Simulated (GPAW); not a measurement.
## BAs (F-43m): refractive index against wavelength

The refractive index of BAs (F-43m) below the direct gap (3.29 eV on the mesh) is read from one computed spectrum, n = √(Re ε).

Symmetry: F-43m, No. 216, cubic system. The conventional cell has a = 4.777 Å, b = 4.777 Å, c = 4.777 Å, α = 90.00°, β = 90.00°, γ = 90.00°. As on site c has 4 B at 2.07 Å as nearest neighbours. B on site a has 4 As at 2.07 Å as nearest neighbours.

Method: GPAW 26.7.0, PBE, RPA, k-mesh 12×12×12, local fields up to 50 eV, Lorentzian half width 0.15 eV.

Launch of the response step: `OMP_NUM_THREADS=1 python df.py`. The run took 22 s, its band step included, on 1 thread of Arm Neoverse V2, with other jobs on the host.

```
wavelength (nm)  photon energy E (eV)       n
           1550                 0.800  3.1264
           1310                 0.946  3.1391
           1064                 1.165  3.1627
            850                 1.459  3.2037
            700                 1.771  3.2616
            633                 1.959  3.3048
            532                 2.331       ?
```

In the single-oscillator model n² − 1 = E₀E_d/(E₀² − E²), so 1/(n² − 1) = E₀/E_d − E²/(E₀E_d) is linear in E².

Working, on the rows shown:

| x = E² (eV²) | y = 1/(n² − 1) |
| --- | --- |
| 0.639837 | 0.113968 |
| 0.895757 | 0.112944 |
| 1.35784 | 0.111078 |
| 2.12762 | 0.107948 |
| 3.13716 | 0.103756 |
| 3.83641 | 0.100789 |

Means: x̄ = 1.9991, ȳ = 0.10841. Σ(x − x̄)(y − ȳ) = -0.03363, Σ(x − x̄)² = 8.164. Slope = -0.03363 / 8.164 = -0.004119; intercept = ȳ − slope · x̄ = 0.11665. Turned back into n, the line misses the rows shown by at most 0.00085.

**Question.** What does the fit predict for the withheld row, and how well does it do?

**Answer.** At x = 5.4314 the line gives y = 0.094276, that is 3.4069. The run gave 3.4150, so the extrapolation is off by 0.0081, 3 % of the range in the table.

Refitted with all rows, the slope is -0.004198 and the intercept 0.11677. These give E₀ = √(intercept/−slope) = 5.27 eV and E_d = E₀/intercept = 45.2 eV; E₀ is 1.6 times the direct gap. The electronic limit at long wavelengths, without lattice vibrations, is n = √(1 + 1/intercept) = 3.092. Excitons are left out; PBE gaps are as a rule too small. The values come from a sum over the points of one k-mesh and carry its error, which grows as the direct gap shrinks. The local-field cutoff holds few shells of reciprocal vectors for this small cell, so ε∞ can read a few per cent high. Spin-orbit coupling is left out.

[Logs are printed without paths, hosts, clocks, repeated set-up lines and the standing remarks that a program may print on its own settings, such as how far it seeks lower states.]
